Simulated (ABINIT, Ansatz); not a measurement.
# A GW chain in ABINIT: ZrSe3 (P2_1/m)

Wanted: ground state, empty states, screening and self-energy for ZrSe3 (P2_1/m).

Method: LDA and many-body steps on it, plane waves, in ABINIT 10.8.3.

## 1. Starting point

It takes space group P2_1/m (No. 11, monoclinic). The conventional cell has a = 5.411 Å, b = 3.749 Å, c = 9.444 Å, α = 90.00°, β = 97.48°, γ = 90.00°. Zr has 8 Se at 2.72 to 2.87 Å nearest. Nearest to Se lie 4 Zr at 2.72 to 2.87 Å. Se has 1 Se at 2.34 Å and 2 Zr at 2.73 Å nearest. Nearest to Se lie 1 Se at 2.34 Å and 2 Zr at 2.74 Å. Farther neighbours and most contacts between anions are not listed.

The cell and positions come from the Crystallography Open Database and are kept as given unless a step says otherwise.

## 2. Ground state

This step: ABINIT 10.8.3; DFT, LDA, plane waves, norm-conserving pseudopotentials.

The ground-state density comes first.

Input file run.abi:

```
acell 3*1.0 Angstrom
rprim 
  5.410900000000 -0.000000000000 -0.000000000000
  -0.000000000000 3.748800000000 0.000000000000
  -1.229420909100 0.000000000000 9.363634990100
ntypat 2
znucl 40 34
natom 8
typat 1 1 2 2 2 2 2 2
xred 
  0.285000000000 0.250000000000 0.656000000000
  0.715000000000 0.750000000000 0.344000000000
  0.762000000000 0.250000000000 0.554000000000
  0.238000000000 0.750000000000 0.446000000000
  0.456000000000 0.250000000000 0.174000000000
  0.544000000000 0.750000000000 0.826000000000
  0.888000000000 0.250000000000 0.169000000000
  0.112000000000 0.750000000000 0.831000000000
pp_dirpath "pseudos"
pseudos "Zr.upf, Se.upf"
ecut 48
ngkpt 4 4 2
nshiftk 1
shiftk 0 0 0
kptopt 1
chksymbreak 0
nband 92
occopt 1
tolvrs 1e-08
nstep 60
prtwf 0
optforces 0
optstress 0
indata_prefix "in"
outdata_prefix "out"
tmpdata_prefix "tmp"
```

Command:

```sh
$ OMP_NUM_THREADS=1 mpirun -n 16 abinit run.abi > log
```

Numbers of over 12 decimals in the logs are rounded to 6 here.

The log of the run:

```text
.Version 10.8.3 of ABINIT. v10.8.2 released Aug 2026.

 Symmetries : space group P2_1/m (# 11); Bravais mP (primitive monocl.)
================================================================================
 Values of the parameters that define the memory need of the present run
     intxc =       0    ionmov =       0      iscf =       7    lmnmax =       6
     lnmax =       6     mgfft =     120  mpssoang =       3    mqgrid =    5519
     natom =       8  nloc_mem =       1    nspden =       1   nspinor =       1
    nsppol =       1      nsym =       4    n1xccc =    2501    ntypat =       2
    occopt =       1   xclevel =       1
-    mband =          92        mffmem =           1         mkmem =           2
       mpw =       20404          nfft =      368640          nkpt =          18
================================================================================
  Rough estimation (10% accuracy) of disk space for files :
================================================================================

--------------------------------------------------------------------------------
------------- Echo of variables that govern the present computation ------------
--------------------------------------------------------------------------------
 -outvars: echo values of preprocessed input variables --------
            acell      1.8897261259E+00  1.8897261259E+00  1.8897261259E+00 Bohr

      chksymbreak           0
             ecut      4.80000000E+01 Hartree
-          fftalg         312

              ixc       -1012
              kpt      0.00000000E+00  0.00000000E+00  0.00000000E+00
                       2.50000000E-01  0.00000000E+00  0.00000000E+00
                       5.00000000E-01  0.00000000E+00  0.00000000E+00
                       0.00000000E+00  2.50000000E-01  0.00000000E+00
                       2.50000000E-01  2.50000000E-01  0.00000000E+00
                       5.00000000E-01  2.50000000E-01  0.00000000E+00
                       0.00000000E+00  5.00000000E-01  0.00000000E+00
                       2.50000000E-01  5.00000000E-01  0.00000000E+00
                       5.00000000E-01  5.00000000E-01  0.00000000E+00
   [... 7 further rows ...]
                       2.50000000E-01  5.00000000E-01  5.00000000E-01
                       5.00000000E-01  5.00000000E-01  5.00000000E-01
         kptrlatt        4    0    0      0    4    0      0    0    2
          kptrlen      2.83368212E+01
P           mkmem           2
            natom           8
            nband          92
            ngfft          64      48     120
             nkpt          18
            nstep          60
             nsym           4
           ntypat           2
              occ      2.000000  2.000000  2.000000  2.000000  2.000000  2.000000
                       2.000000  2.000000  2.000000  2.000000  2.000000  2.000000
                       2.000000  2.000000  2.000000  2.000000  2.000000  2.000000
                       2.000000  2.000000  2.000000  2.000000  2.000000  2.000000
                       2.000000  2.000000  2.000000  2.000000  2.000000  2.000000
                       2.000000  2.000000  2.000000  2.000000  2.000000  2.000000
                       2.000000  2.000000  2.000000  2.000000  2.000000  2.000000
                       2.000000  2.000000  2.000000  2.000000  2.000000  2.000000
                       2.000000  2.000000  2.000000  2.000000  2.000000  2.000000
   [... 5 further rows ...]
                       0.000000  0.000000  0.000000  0.000000  0.000000  0.000000
                       0.000000  0.000000
        optforces           0
        optstress           0
            prtwf           0
            rprim      5.4109000000E+00 -0.0000000000E+00 -0.0000000000E+00
[...]
spgroup          11

           tolvrs      1.00000000E-08

             xred      2.8500000000E-01  2.5000000000E-01  6.5600000000E-01
[...]
znucl       40.00000   34.00000

================================================================================

 chkinp: Checking input parameters for consistency.

================================================================================
== DATASET  1 ==================================================================
-   mpi_nproc: 16, omp_nthreads: 1 (-1 if OMP is not activated)
-    --> not optimal distribution: autoparal keyword recommended in input file <--

--- !DatasetInfo
iteration_state: {dtset: 1, }
dimensions: {natom: 8, nkpt: 18, mband: 92, nsppol: 1, nspinor: 1, nspden: 1, mpw: 20404, }
cutoff_energies: {ecut:  48.0, pawecutdg:  -1.0, }
electrons: {nelect:   1.68000000E+02, charge:   0.00000000E+00, occopt:   1.00000000E+00, tsmear:   1.00000000E-02, }

 Real(R)+Recip(G) space primitive vectors, cartesian coordinates (Bohr,Bohr^-1):
 R(1)= 10.2251191  0.0000000  0.0000000  G(1)=  0.0977984  0.0000000  0.0128407
 R(2)=  0.0000000  7.0842053  0.0000000  G(2)=  0.0000000  0.1411591  0.0000000
 R(3)= -2.3232688  0.0000000 17.6947057  G(3)=  0.0000000  0.0000000  0.0565141
 Unit cell volume ucvol=  1.2817486E+03 bohr^3
 Angles (23,13,12)=  9.00000000E+01  9.74800000E+01  9.00000000E+01 degrees

 getcut: wavevector=  0.0000  0.0000  0.0000  ngfft=  64  48 120
         ecut(hartree)=     48.000   => boxcut(ratio)=   2.00692

[...]
================================================================================

--- !BeginCycle
iteration_state: {dtset: 1, }
solver: {iscf: 7, nstep: 60, nline: 4, wfoptalg: 0, }
tolerances: {tolvrs: 1.00E-08, }

     iter   Etot(hartree)      deltaE(h)  residm     vres2
 ETOT  1  -2136.2632586046    -2.136E+03 1.725E+00 7.432E+03
 ETOT  2  -2149.6885969601    -1.343E+01 4.472E-02 9.253E+03
 ETOT  3  -2150.4287193419    -7.401E-01 3.634E-02 1.044E+03
 ETOT  4  -2150.5339017013    -1.052E-01 1.771E-02 2.186E+02
 ETOT  5  -2150.5579154790    -2.401E-02 1.441E-02 7.453E+00
 ETOT  6  -2150.5584927117    -5.772E-04 5.908E-03 6.223E+00
 ETOT  7  -2150.5586298902    -1.372E-04 6.726E-03 9.023E-02
 ETOT  8  -2150.5586310793    -1.189E-06 5.037E-03 7.143E-02
 ETOT  9  -2150.5586364009    -5.322E-06 3.319E-03 3.339E-04
 ETOT 10  -2150.5586364291    -2.819E-08 1.974E-03 1.252E-04
 ETOT 11  -2150.5586364337    -4.657E-09 1.850E-03 4.277E-06
 ETOT 12  -2150.5586364340    -2.847E-10 7.031E-04 8.003E-08
 ETOT 13  -2150.5586364340     2.910E-11 1.259E-03 1.631E-08
 ETOT 14  -2150.5586364341    -9.368E-11 4.054E-04 5.702E-10

 At SCF step   14       vres2   =  5.70E-10 < tolvrs=  1.00E-08 =>converged.

--- !ResultsGS
iteration_state: {dtset: 1, }
comment   : Summary of ground state results
lattice_vectors:
- [ 10.2251191,  -0.0000000,  -0.0000000, ]
- [ -0.0000000,   7.0842053,   0.0000000, ]
- [ -2.3232688,   0.0000000,  17.6947057, ]
lattice_lengths: [  10.22512,    7.08421,   17.84657, ]
lattice_angles: [ 90.000,  97.480,  90.000, ] # degrees, (23, 13, 12)
lattice_volume:   1.2817486E+03
convergence: {deltae: -9.368E-11, res2:  5.702E-10, residm:  4.054E-04, diffor:  0.000E+00, }
etotal    :  -2.15055864E+03
entropy   :   0.00000000E+00
fermie    :   2.29789956E-01
cartesian_stress_tensor: null
pressure_GPa: null
xred      :
- [  2.8500E-01,   2.5000E-01,   6.5600E-01, Zr]
- [  7.1500E-01,   7.5000E-01,   3.4400E-01, Zr]
- [  7.6200E-01,   2.5000E-01,   5.5400E-01, Se]
- [  2.3800E-01,   7.5000E-01,   4.4600E-01, Se]
- [  4.5600E-01,   2.5000E-01,   1.7400E-01, Se]
- [  5.4400E-01,   7.5000E-01,   8.2600E-01, Se]
- [  8.8800E-01,   2.5000E-01,   1.6900E-01, Se]
- [  1.1200E-01,   7.5000E-01,   8.3100E-01, Se]
cartesian_forces: null
force_length_stats: {min: null, max: null, mean: null, }

 Integrated electronic density in atomic spheres:
 ------------------------------------------------
 Atom  Sphere_radius  Integrated_density
[...]
================================================================================

 ----iterations are completed or convergence reached----

 Mean square residual over all n,k,spin=   86.101E-08; max=  40.535E-05
 reduced coordinates (array xred) for    8 atoms
[...]
0.238000000000      0.750000000000      0.446000000000
       0.456000000000      0.250000000000      0.174000000000
       0.544000000000      0.750000000000      0.826000000000
       0.888000000000      0.250000000000      0.169000000000
       0.112000000000      0.750000000000      0.831000000000
 rms dE/dt=  0.0000E+00; max dE/dt=  0.0000E+00; dE/dt below (all hartree)
    1       0.000000000000      0.000000000000      0.000000000000
    2       0.000000000000      0.000000000000      0.000000000000
    3       0.000000000000      0.000000000000      0.000000000000
    4       0.000000000000      0.000000000000      0.000000000000
    5       0.000000000000      0.000000000000      0.000000000000
    6       0.000000000000      0.000000000000      0.000000000000
    7       0.000000000000      0.000000000000      0.000000000000
    8       0.000000000000      0.000000000000      0.000000000000

 cartesian coordinates (angstrom) at end:
    1      0.735606     0.937200     6.142545
    2      3.445873     2.811600     3.221090
    3      3.442007     0.937200     5.187454
    4      0.739472     2.811600     4.176181
    5      2.253451     0.937200     1.629272
    6      1.928028     2.811600     7.734363
    7      4.597107     0.937200     1.582454
    8     -0.415628     2.811600     7.781181
 length scales=  1.889726125908  1.889726125908  1.889726125908 bohr
              =  1.000000000000  1.000000000000  1.000000000000 angstroms
 prteigrs : about to open file out_EIG
 Fermi (or HOMO) energy (hartree) =   0.22979   Average Vxc (hartree)=  -0.39560
 Eigenvalues (hartree) for nkpt=  18  k points:
 kpt#   1, nband= 92, wtk=  0.03125, kpt=  0.0000  0.0000  0.0000 (reduced coord)
  -7.38086   -7.38086   -7.38029   -7.38029   -7.35040   -7.35040   -5.18325   -5.18325
  -5.18273   -5.18273   -5.17461   -5.17461   -5.17446   -5.17446   -5.17399   -5.17399
  -5.17386   -5.17386   -5.14737   -5.14736   -5.14710   -5.14710   -5.14638   -5.14638
  -1.56975   -1.56973   -1.53548   -1.53548   -1.53207   -1.53207   -1.53156   -1.53156
  -1.53143   -1.53143   -1.53034   -1.53033   -1.53012   -1.53012   -1.52338   -1.52337
  -1.52325   -1.52325   -1.52268   -1.52268   -1.52257   -1.52256   -1.49884   -1.49878
  -1.49872   -1.49871   -1.49804   -1.49801   -1.49799   -1.49793   -1.49763   -1.49762
  -0.76822   -0.76716   -0.76389   -0.76365   -0.76137   -0.76071   -0.32003   -0.30811
  -0.24603   -0.20864   -0.17949   -0.17869    0.00945    0.02257    0.05846    0.06429
   0.06991    0.11394    0.12005    0.13761    0.15689    0.18913    0.19834    0.20362
   0.20440    0.20799    0.22516    0.22979    0.25280    0.26631    0.32631    0.33322
   0.34112    0.34430    0.35784    0.35947
 prteigrs : prtvol=0 or 1, do not print more k-points.

--- !EnergyTerms
iteration_state     : {dtset: 1, }
comment             : Components of total free energy in Hartree
kinetic             :  9.04541353995165E+02
hartree             :  8.73345212782073E+02
xc                  : -2.14055290724829E+02
Ewald energy        : -9.29402595844536E+02
psp_core            :  2.53151040965001E+01
local_psp           : -2.29160147368542E+03
non_local_psp       : -5.18700947053051E+02
total_energy        : -2.15055863643410E+03
total_energy_eV     : -5.85196817006385E+04
band_energy         : -3.79794231550523E+02

== END DATASET(S) ==============================================================
================================================================================

 -outvars: echo values of variables after computation  --------
           etotal     -2.1505586364E+03
            nband          92
             nkpt          18
          spgroup          11
 [... the other variables as echoed above ...]

 Calculation completed.
```

The job ended after 4.3 min (16 MPI ranks of Arm Neoverse V2, shared host; peak memory 2.8 GiB; 69 min of CPU time).

This step gave:

```
total energy               : -58519.6817 eV
gap                        : 0.2917 eV
k of the valence top       : 0, 0, 0
k of the conduction bottom : 0.5, 0, 0
least direct gap           : 0.5660 eV
```

The gap is indirect, with the least direct gap 0.27 eV higher.

## 3. Empty states on the mesh, 2×4×1 mesh, 430 bands

The sums over transitions need many empty states on a uniform mesh; this step solves for them.

Changes to run.abi since step 2:

```diff
@@ -21,3 +21,3 @@
 ecut 48
-ngkpt 4 4 2
+ngkpt 2 4 1
 nshiftk 1
@@ -26,9 +26,10 @@
 chksymbreak 0
-nband 92
-occopt 1
-tolvrs 1e-08
+iscf -2
+irdden 1
+istwfk *1
+nband 430
+nbdbuf 38
+tolwfr 1e-09
 nstep 60
-prtwf 0
-optforces 0
-optstress 0
+prtvol 0
 indata_prefix "in"
```

Command:

```sh
$ OMP_NUM_THREADS=2 mpirun -n 6 abinit run.abi > log
```

The log of the run:

```text
.Version 10.8.3 of ABINIT. v10.8.2 released Aug 2026.

 Symmetries : space group P2_1/m (# 11); Bravais mP (primitive monocl.)
[... echo of the input left out ...]
== DATASET  1 ==================================================================
-   mpi_nproc: 6, omp_nthreads: 2 (-1 if OMP is not activated)

--- !DatasetInfo
iteration_state: {dtset: 1, }
dimensions: {natom: 8, nkpt: 6, mband: 430, nsppol: 1, nspinor: 1, nspden: 1, mpw: 20400, }
cutoff_energies: {ecut:  48.0, pawecutdg:  -1.0, }
electrons: {nelect:   1.68000000E+02, charge:   0.00000000E+00, occopt:   1.00000000E+00, tsmear:   1.00000000E-02, }

 Real(R)+Recip(G) space primitive vectors, cartesian coordinates (Bohr,Bohr^-1):
 R(1)= 10.2251191  0.0000000  0.0000000  G(1)=  0.0977984  0.0000000  0.0128407
 R(2)=  0.0000000  7.0842053  0.0000000  G(2)=  0.0000000  0.1411591  0.0000000
 R(3)= -2.3232688  0.0000000 17.6947057  G(3)=  0.0000000  0.0000000  0.0565141
 Unit cell volume ucvol=  1.2817486E+03 bohr^3
 Angles (23,13,12)=  9.00000000E+01  9.74800000E+01  9.00000000E+01 degrees

 getcut: wavevector=  0.0000  0.0000  0.0000  ngfft=  64  48 120
         ecut(hartree)=     48.000   => boxcut(ratio)=   2.00692

--- Pseudopotential description ------------------------------------------------
- Zr Generated using ONCVPSP code by D. R. Hamann
- 40.00000  12.00000  180309                  znucl, zion, pspdat
12 -1012 2 -1 1584                            pspcod,pspxc,lmax,lloc,mmax
     nproj     2     2     2
  pspatm : epsatm=   18.87515418
         --- l  ekb(1:nproj) -->
             0   10.575223    0.893982
             1    5.794692    0.740224
             2    1.511557    0.474510
 pspatm: atomic psp has been read  and splines computed

- Se Generated using ONCVPSP code by D. R. Hamann
- 34.00000  24.00000  180309                  znucl, zion, pspdat
12 -1012 2 -1 1198                            pspcod,pspxc,lmax,lloc,mmax
     nproj     2     2     2
  pspatm : epsatm=   25.89836092
         --- l  ekb(1:nproj) -->
[...]
pspatm: atomic psp has been read  and splines computed

--------------------------------------------------------------------------------

================================================================================
 prteigrs : about to open file out_EIG
 Non-SCF case, kpt    1 (  0.00000  0.00000  0.00000), residuals and eigenvalues=
  2.21E-10  2.55E-10  2.34E-10  2.23E-10  2.29E-10  2.13E-10  3.59E-10  4.31E-10
  3.18E-10  3.73E-10  3.34E-10  3.60E-10  3.72E-10  3.35E-10  3.41E-10  4.19E-10
  4.46E-10  3.69E-10  3.31E-10  3.65E-10  3.30E-10  3.26E-10  3.23E-10  3.59E-10
[...]
2.54E-04  3.30E-04  3.08E-04  2.28E-04  1.74E-03  1.62E-03
 -7.3809E+00 -7.3809E+00 -7.3803E+00 -7.3803E+00 -7.3504E+00 -7.3504E+00
 -5.1832E+00 -5.1832E+00 -5.1827E+00 -5.1827E+00 -5.1746E+00 -5.1746E+00
[...]
3.0548E+00  3.0586E+00  3.0640E+00  3.0797E+00  3.0850E+00  3.0890E+00
  3.0929E+00  3.1013E+00  3.1080E+00  3.1135E+00
 prteigrs : prtvol=0 or 1, do not print more k-points.

--- !ResultsGS
iteration_state: {dtset: 1, }
comment   : Summary of ground state results
lattice_vectors:
- [ 10.2251191,  -0.0000000,  -0.0000000, ]
- [ -0.0000000,   7.0842053,   0.0000000, ]
- [ -2.3232688,   0.0000000,  17.6947057, ]
lattice_lengths: [  10.22512,    7.08421,   17.84657, ]
lattice_angles: [ 90.000,  97.480,  90.000, ] # degrees, (23, 13, 12)
lattice_volume:   1.2817486E+03
convergence: {deltae:  0.000E+00, res2:  0.000E+00, residm:  9.981E-10, diffor:  0.000E+00, }
etotal    :  -2.15055864E+03
entropy   :   0.00000000E+00
fermie    :   2.29789956E-01
cartesian_stress_tensor: null
pressure_GPa: null
xred      :
- [  2.8500E-01,   2.5000E-01,   6.5600E-01, Zr]
- [  7.1500E-01,   7.5000E-01,   3.4400E-01, Zr]
- [  7.6200E-01,   2.5000E-01,   5.5400E-01, Se]
- [  2.3800E-01,   7.5000E-01,   4.4600E-01, Se]
- [  4.5600E-01,   2.5000E-01,   1.7400E-01, Se]
- [  5.4400E-01,   7.5000E-01,   8.2600E-01, Se]
- [  8.8800E-01,   2.5000E-01,   1.6900E-01, Se]
- [  1.1200E-01,   7.5000E-01,   8.3100E-01, Se]
cartesian_forces: null
force_length_stats: {min: null, max: null, mean: null, }

 Integrated electronic density in atomic spheres:
 ------------------------------------------------
 Atom  Sphere_radius  Integrated_density
[...]
================================================================================

 ----iterations are completed or convergence reached----

 Mean square residual over all n,k,spin=   44.490E-11; max=  99.814E-11
 reduced coordinates (array xred) for    8 atoms
[...]
0.888000000000      0.250000000000      0.169000000000
       0.112000000000      0.750000000000      0.831000000000

 cartesian coordinates (angstrom) at end:
    1      0.735606     0.937200     6.142545
    2      3.445873     2.811600     3.221090
[...]
7      4.597107     0.937200     1.582454
    8     -0.415628     2.811600     7.781181
 length scales=  1.889726125908  1.889726125908  1.889726125908 bohr
              =  1.000000000000  1.000000000000  1.000000000000 angstroms
 prteigrs : about to open file out_EIG
 Eigenvalues (hartree) for nkpt=   6  k points:
 kpt#   1, nband=430, wtk=  0.12500, kpt=  0.0000  0.0000  0.0000 (reduced coord)
[...]
2.99491    2.99770    2.99933    3.00871    3.00896    3.01270    3.01762    3.03212
   3.03286    3.03852    3.05066    3.05267    3.05480    3.05864    3.06404    3.07966
   3.08505    3.08897    3.09293    3.10133    3.10798    3.11354
 prteigrs : prtvol=0 or 1, do not print more k-points.

== END DATASET(S) ==============================================================
================================================================================

 -outvars: echo values of variables after computation  --------
            nband         430
             nkpt           6
          spgroup          11
 [... the other variables as echoed above ...]

 Calculation completed.
```

Wall time 6 min (6 MPI ranks); peak memory 1.7 GiB; 57 min of CPU time.

This step gave:

```
gap                                                           : 0.2917 eV
k of the valence top                                          : 0, 0, 0
k of the conduction bottom                                    : 0.5, 0, 0
least direct gap                                              : 0.5951 eV
k points computed                                             : 6
lowest point of the top converged band, above the valence top : 70.3493 eV
```

On this mesh the gap is 0.292 eV.

[end of part 1 of 2]

[Paths, hosts, dates, memory and timing lines, banners, echoed tables and standing remarks are left out of the program output.]

[Logs are printed without paths, hosts, clocks, repeated set-up lines and the standing remarks that a program may print on its own settings, such as how far it seeks lower states.]

[Runs of the session that timed out or met a known fault of the program may be left out.]

[Hosts, paths, dates, database ids (printed as entryN), source tags and the programs' standing remarks are cut or masked in the printed files.]

[G0W0 gaps are taken among the corrected bands and points alone; a level outside them can change the order at an edge.]

[Where Ansatz stands beside ABINIT at settings called matched, ABINIT's density can come from a denser mesh and the files from another edition; pairs whose starting gaps differed by over 0.03 eV were left out, so agreement reads better than it is.]
